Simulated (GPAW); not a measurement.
# CN in line between two C chains: transmission at several levels, part 2 of 2

Wanted: the zero-bias transmission of CN in line between two C chains on a ladder of levels, with run times.

GPAW 26.7.0; GPAW LCAO, PAW setups; Landauer transmission from Green's functions with principal layers (ASE), zero bias.

So far, transmission at the Fermi level (one spin): step 2 (GPAW, dzp, PBE, GPAW) 1.89; step 3 (basis szp(dzp), PBE, GPAW) 1.89; step 4 (basis sz(dzp), PBE, GPAW) 1.90; step 5 (revPBE) 1.89.

## Step 6: Cost and result by level

Times are for 1 thread of Arm Neoverse N1, shared host. Results by setting:

| no. | run | conductance (G₀) | time | memory (GiB) |
| --- | --- | --- | --- | --- |
| 1 | dzp | 1.889 | 56 s | 0.82 |
| 2 | szp | 1.892 | 45 s | 0.81 |
| 3 | sz | 1.905 | 32 s | 0.76 |
| 4 | dzp revPBE | 1.887 | 55 s | 0.82 |

## Step 7: The levels side by side

The curves are compared point by point over the common energies.

This step: comparison of transmission and cost over codes and levels (GPAW 26.7.0).

Ladder, by row:

| step | code | T at the Fermi level (sum over the listed spins) | conductance (G0) | r.m.s. T(E) from the first | wall time (s) | peak memory (GiB) | threads |
| --- | --- | --- | --- | --- | --- | --- | --- |
| dzp | GPAW | 1.889 | 1.889 | 0 | 55.81 | 0.82 | 1 |
| szp | GPAW | 1.893 | 1.892 | 0.006935 | 44.77 | 0.81 | 1 |
| sz | GPAW | 1.905 | 1.905 | 0.01421 | 31.65 | 0.76 | 1 |
| dzp-revPBE | GPAW | 1.887 | 1.887 | 0.001615 | 54.72 | 0.82 | 1 |

Table of transmission, zone mean, sum over the listed spins by energy, zero at the Fermi level:

| energy (eV) | dzp = dzp-revPBE | szp | sz |
| --- | --- | --- | --- |
| -2.00 | 1.80 | 1.78 | 1.80 |
| -1.85 | 1.81 | 1.79 | 1.81 |
| -1.70 | 1.82 | 1.81 | 1.83 |
| -1.60 | 1.83 | 1.82 | 1.84 |
| -1.45 | 1.84 | 1.83 | 1.85 |
| -1.30 | 1.85 | 1.85 | 1.86 |
| -1.15 | 1.86 | 1.86 | 1.87 |
| -1.05 | 1.87 | 1.86 | 1.88 |
| -0.90 | 1.88 | 1.87 | 1.89 |
| -0.75 | 1.88 | 1.88 | 1.89 |
| -0.60 | 1.89 | 1.89 | 1.90 |
| -0.50 | 1.89 | 1.89 | 1.90 |
| -0.35 | 1.89 | 1.89 | 1.90 |
| -0.20 | 1.89 | 1.89 | 1.90 |
| -0.05 | 1.89 | 1.89 | 1.90 |
| 0.00 | 1.89 | 1.89 | 1.90 |
| 0.05 | 1.89 | 1.89 | 1.90 |
| 0.20 | 1.89 | 1.89 | 1.90 |
| 0.35 | 1.88 | 1.89 | 1.90 |
| 0.50 | 1.88 | 1.88 | 1.90 |
| 0.60 | 1.88 | 1.88 | 1.89 |
| 0.75 | 1.87 | 1.88 | 1.89 |
| 0.90 | 1.87 | 1.87 | 1.89 |
| 1.05 | 1.87 | 1.87 | 1.88 |
| 1.15 | 1.86 | 1.86 | 1.88 |
| 1.30 | 1.86 | 1.86 | 1.88 |
| 1.45 | 1.86 | 1.86 | 1.87 |
| 1.60 | 1.86 | 1.86 | 1.87 |
| 1.70 | 1.85 | 1.85 | 1.87 |
| 1.85 | 1.85 | 1.85 | 1.87 |
| 2.00 | 1.85 | 1.85 | 1.87 |

## Step 8: K-points along the lead 2, functional BLYP

The lead's own mesh along the current sets its density and potential; where the lead is aligned to the junction's end layer, a rigid shift drops out. The functional moves levels against the Fermi level.

This step: GPAW LCAO, PAW setups; Landauer transmission from Green's functions with principal layers (ASE), zero bias (GPAW 26.7.0).

run.py reads:

```python
import json
import numpy as np
from ase import Atoms
from ase.transport.calculators import TransportCalculator
from gpaw import GPAW, FermiDirac
from gpaw.lcao.tools import get_lcao_hamiltonian
from scipy.linalg import eigh

# The junction with lead layers at both ends, along the third cell vector
device = Atoms(
    ['C', 'C', 'C', 'C', 'C', 'C', 'C', 'N', 'C', 'C', 'C', 'C', 'C', 'C'],
    positions=[
        [4.50000, 4.50000, 0.64000],
        [4.50000, 4.50000, 1.92000],
        [4.50000, 4.50000, 3.20000],
        [4.50000, 4.50000, 4.48000],
        [4.50000, 4.50000, 5.76000],
        [4.50000, 4.50000, 7.04000],
        [4.50000, 4.50000, 8.32000],
        [4.50000, 4.50000, 9.50000],
        [4.50000, 4.50000, 10.75590],
        [4.50000, 4.50000, 12.03590],
        [4.50000, 4.50000, 13.31590],
        [4.50000, 4.50000, 14.59590],
        [4.50000, 4.50000, 15.87590],
        [4.50000, 4.50000, 17.15590]],
    cell=[[9.0, 0.0, 0.0], [0.0, 9.0, 0.0], [0.0, 0.0, 17.7959]],
    pbc=True)

# One principal layer of the lead: the first 4 atoms of the device
lead = Atoms(
    ['C', 'C', 'C', 'C'],
    positions=[
        [4.50000, 4.50000, 0.64000],
        [4.50000, 4.50000, 1.92000],
        [4.50000, 4.50000, 3.20000],
        [4.50000, 4.50000, 4.48000]],
    cell=[[9.0, 0.0, 0.0], [0.0, 9.0, 0.0], [0.0, 0.0, 5.12]],
    pbc=True)

settings = dict(mode='lcao', basis='dzp', xc='BLYP', h=0.18,
                occupations=FermiDirac(0.1), maxiter=250,
                mixer=dict(beta=0.1, nmaxold=8, weight=100.0),
                convergence=dict(density=0.0001))
energies = np.arange(-2, 2 + 1e-9, 0.05)
eta = 0.0001
n1, n2 = 1, 1
# k and -k transmit alike, so half of the mesh across the current serves
mesh = [(i, j) for i in range(n1) for j in range(n2) if (i, j) <= (-i % n1, -j % n2)]
weights = np.array([1 if (i, j) == (-i % n1, -j % n2) else 2 for i, j in mesh]) / (n1 * n2)

# [... helper functions left out ...]
fermi_lead = ground_state(lead, (1, 1, 2), 'lead.txt')
fermi_device = ground_state(device, (1, 1, 4), 'device.txt')
# [... loop over the mesh left out, but for ...]
        # Shift the lead onto the potential of the device's first layer
        shift = ((H[:, 0, 0] - H0[:, 0, 0]) / S0[0, 0]).real.mean()
# [...]
kT = 8.617333e-5 * 200
bias = [0.1, 0.2, 0.5, 1.0, 1.5, 2.0]
# [... integrals and printing left out ...]
```

The run is started by

```console
> OMP_NUM_THREADS=1 OPENBLAS_NUM_THREADS=1 python run.py
```

The program printed:

```text
FileNotFoundError: Could not find required PAW dataset file "C.BLYP".
```

It took 1.3 s on 1 thread of Arm Neoverse N1, shared host; peak memory 0.1 GiB.

The input was rejected at the start.

The program's message: “FileNotFoundError: Could not find required PAW dataset file "C.BLYP".”

## Step 9: Outcome

| Item | Value |
| --- | --- |
| conductance | 1.89 G₀ |
| transmission at the Fermi level, mean of the spins | 1.89 |
| thermopower | about 0 (under 1.5 μV/K) |
| open channels of the lead there | 2 |

In the dzp basis the junction conducts 1.89 G₀ at 200 K, with T = 1.89 a spin at the Fermi level; the sz basis reaches that conductance within 10 %. The junction passes nearly all that the lead offers at the Fermi level. At the Fermi level two eigenchannels carry the current (0.94 and 0.94). Measured against the first run (dzp), the nearest curve is that of dzp-revPBE (r.m.s. 0.0016) and the farthest that of sz (0.014). Over the compared runs wall time goes from 32 s (sz) to 56 s (dzp), on a shared host. The geometry was built from estimated bond lengths and not relaxed, so the numbers describe this model structure. The run had no spin polarisation, so a magnetic state, which chains and small molecules with open shells often have, wasn't tested. An evenly spaced straight chain is an idealisation: free chains tend to dimerise, zigzag or, where a band edge lies near the Fermi level, turn magnetic. The currents use the zero-bias T(E) throughout, which holds only while the bias is small against the distance to the nearest feature. The energy step is wider than the thermal energy, so the conductance and thermopower rest on interpolation of T(E).

[Logs are printed without paths, hosts, clocks, repeated set-up lines and the standing remarks that a program may print on its own settings, such as how far it seeks lower states.]

[Hosts, paths, dates, database ids (printed as entryN), source tags and the programs' standing remarks are cut or masked in the printed files.]
